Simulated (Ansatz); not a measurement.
**SiO2 (P6_322): the G0W0 gap against the k mesh**

Aim: the G0W0 gap of SiO2 (P6_322) on a series of meshes, at fixed bands and cutoff.

Program: Ansatz 0.2.0. Level of theory: G0W0 on LDA, plane waves, PAW; PAW set soft_1. Results are calculated unless marked as measured.

Most raw output is cut from this account.

## Step 1: Starting point

It takes space group P6_322 (No. 182, hexagonal). The conventional cell has a = 5.069 Å, b = 5.069 Å, c = 8.558 Å, α = 90.00°, β = 90.00°, γ = 120.00°. Si has 4 O at 1.60 to 1.61 Å nearest. O has 2 Si at 1.61 Å nearest. Nearest to O lie 2 Si at 1.60 Å. Farther neighbours and most contacts between anions are not listed.

The cell and positions are those that the Materials Project relaxed with its own functionals (PBE, PBE+U or r2SCAN), kept fixed.

## Step 2: The 3×3×2 mesh

G0W0 replaces the xc potential by the self-energy, built once from these orbitals. Only a window of levels is corrected, while the sums run over the empty bands that the input names. This step takes PAW set soft_1 files.

The input, input.yaml:

```yaml
crystal:
  lattice:
    - [5.0690738885, 0.0, 0.0]
    - [-2.5345369442, 4.3899467611, 0.0]
    - [0.0, 0.0, 8.55848854]
  atoms:
    - { symbol: Si, position: [0.66666667, 0.33333333, 0.9371258] }
    - { symbol: Si, position: [0.66666667, 0.33333333, 0.5628742] }
    - { symbol: Si, position: [0.33333333, 0.66666667, 0.0628742] }
    - { symbol: Si, position: [0.33333333, 0.66666667, 0.4371258] }
    - { symbol: O, position: [0.0, 0.42125874, 0.0] }
    - { symbol: O, position: [0.42125874, 0.42125874, 0.5] }
    - { symbol: O, position: [0.57874126, 0.0, 0.5] }
    - { symbol: O, position: [0.57874126, 0.57874126, 0.0] }
    - { symbol: O, position: [0.0, 0.57874126, 0.5] }
    - { symbol: O, position: [0.66666667, 0.33333333, 0.75] }
    - { symbol: O, position: [0.33333333, 0.66666667, 0.25] }
    - { symbol: O, position: [0.42125874, 0.0, 0.0] }
kpoints:
  mp_grid: { grid: [3, 3, 2] }
hamiltonian:
  xc: lda
  pseudopotentials: { kind: paw, azcp: { folder: soft_1 }, xc_functional: pbe }
scf:
  occupations: { method: fixed }
gw:
  n_empty_bands: 432
  ecut_chi: 100
  qp_bands: [v4, c4]
  qp_kpoints: band_edges
  screening: { model: contour_deformation }
```

Started as:

```
$ ansatz run input.yaml --threads 2 --pin off --max-ram 92160MiB --backend cuda --events-out ev --progress --plain --runs-dir out --devices 1 --max-vram 13GiB
```

The job ended after 21 s (1 × NVIDIA H100 80GB HBM3 (shared by 6 runs) with 2 threads of AMD EPYC 7R13 (Zen 3), shared host; peak memory 1.5 GiB; 23 s of CPU time).

This step gave:

| Quantity | Value |
| --- | --- |
| bands summed | 464 |
| RPA ε∞ on this mesh (eigenvalues) | 2.106, 2.106, 2.116 |
| plane waves in the screening matrix | 403 |
| q-points in the mesh | 18 |
| G0W0 gap on the mesh | 8.405 eV |
| k of the valence top | 0, 0.3333, 0 |
| k of the conduction bottom | 0, 0, 0 |
| starting gap on the mesh | 5.427 eV |
| Z at the valence top | 0.8079 |
| Z at the conduction bottom | 0.8803 |
| least direct G0W0 gap on the computed points | 8.409 eV |

The gap on the mesh goes from 5.43 eV to 8.40 eV, a correction of +2.98 eV. Between the two edge states, bare exchange in place of the xc potential would open the gap by 10.12 eV, and correlation takes back 7.14 eV.

## Step 3: The 6×6×2 mesh

A second mesh at equal bands and cutoff isolates the sampling error.

input.yaml: that of step 2 with these lines changed.

```diff
@@ -19,3 +19,3 @@
 kpoints:
-  mp_grid: { grid: [3, 3, 2] }
+  mp_grid: { grid: [6, 6, 2] }
 hamiltonian:
```

It took 60 s on 1 × NVIDIA H100 80GB HBM3 (shared by 6 runs) with 2 threads; peak memory 2 GiB.

Numbers from this step:

| Quantity | Value |
| --- | --- |
| bands summed | 464 |
| RPA ε∞ on this mesh (eigenvalues) | 2.103, 2.103, 2.116 |
| plane waves in the screening matrix | 403 |
| q-points in the mesh | 72 |
| G0W0 gap on the mesh | 8.377 eV |
| k of the valence top | 0, -0.5, 0 |
| k of the conduction bottom | 0, 0, 0 |
| starting gap on the mesh | 5.412 eV |
| Z at the valence top | 0.8081 |
| Z at the conduction bottom | 0.8810 |
| least direct G0W0 gap on the computed points | 8.399 eV |

Against the run with 3×3×2 mesh, 432 empty bands, screening to 100 eV, PAW set soft_1 files, the gap moves by −0.03 eV. A band edge is found at another k point on this mesh.

## Step 4: The 6×6×4 mesh

input.yaml: that of step 3 with these lines changed.

```diff
@@ -19,3 +19,3 @@
 kpoints:
-  mp_grid: { grid: [6, 6, 2] }
+  mp_grid: { grid: [6, 6, 4] }
 hamiltonian:
```

Wall time 73 s (1 × NVIDIA H100 80GB HBM3 (shared by 6 runs) with 2 threads); peak memory 2.6 GiB; 1.8 min of CPU time.

Numbers from this step:

```
bands summed                                 : 464
RPA ε∞ on this mesh (eigenvalues)            : 2.103, 2.103, 2.116
plane waves in the screening matrix          : 403
G0W0 gap on the mesh                         : 8.343 eV
k of the valence top                         : 0, 0, 0.25
k of the conduction bottom                   : 0, 0, 0
starting gap on the mesh                     : 5.385 eV
least direct G0W0 gap on the computed points : 8.396 eV
```

Against the run with 6×6×2 mesh, 432 empty bands, screening to 100 eV, PAW set soft_1 files, the gap moves by −0.03 eV, while the start moved by −0.03 eV. A band edge is found at another k point on this mesh.

## Step 5: The meshes together

Times are wall times on 1 × NVIDIA H100 80GB HBM3 (shared by 6 runs) with 2 threads of AMD EPYC 7R13 (Zen 3), shared host, good to a factor of about two.

```tsv
mesh	points	irreducible	start (eV)	G0W0 (eV)	shift (eV)	RPA ε∞ (mean)	time
3×3×2	18	6	5.427	8.405	+2.978	2.11	21 s
6×6×2	72	14	5.412	8.377	+2.964	2.11	60 s
6×6×4	144	21	5.385	8.343	+2.957	2.11	73 s
```

## Step 6: Summary of results

- 3×3×2: 8.405 eV (shift +2.978)
- 6×6×2: 8.377 eV (shift +2.964)
- 6×6×4: 8.343 eV (shift +2.957)
- settings: LDA start, 432 empty bands, 100 eV

What this shows: The shift is +2.98 eV on 3×3×2 and +2.96 eV on 6×6×4. On 6×6×4 the edges lie at (0.000, 0.000, 0.250) and Γ, on 6×6×2 at (0.000, 0.500, 0.000) and Γ, so these two shifts belong to different pairs of states. The RPA ε∞ (mean) ranges from 2.11 to 2.11 and ends at 2.11. From 18 to 144 points the time grows 3.5-fold. Bands and cutoff are modest here, so the values stand off the basis limit.

[Paths, hosts, dates, memory and timing lines, banners, echoed tables and standing remarks are left out of the program output.]

[Logs are printed without paths, hosts, clocks, repeated set-up lines and the standing remarks that a program may print on its own settings, such as how far it seeks lower states.]

[Runs of the session that timed out or met a known fault of the program may be left out.]

[Cells called generated may have been cut or substituted from an entry of the Crystallography Open Database or the Materials Project.]

[Hosts, paths, dates, database ids (printed as entryN), source tags and the programs' standing remarks are cut or masked in the printed files.]
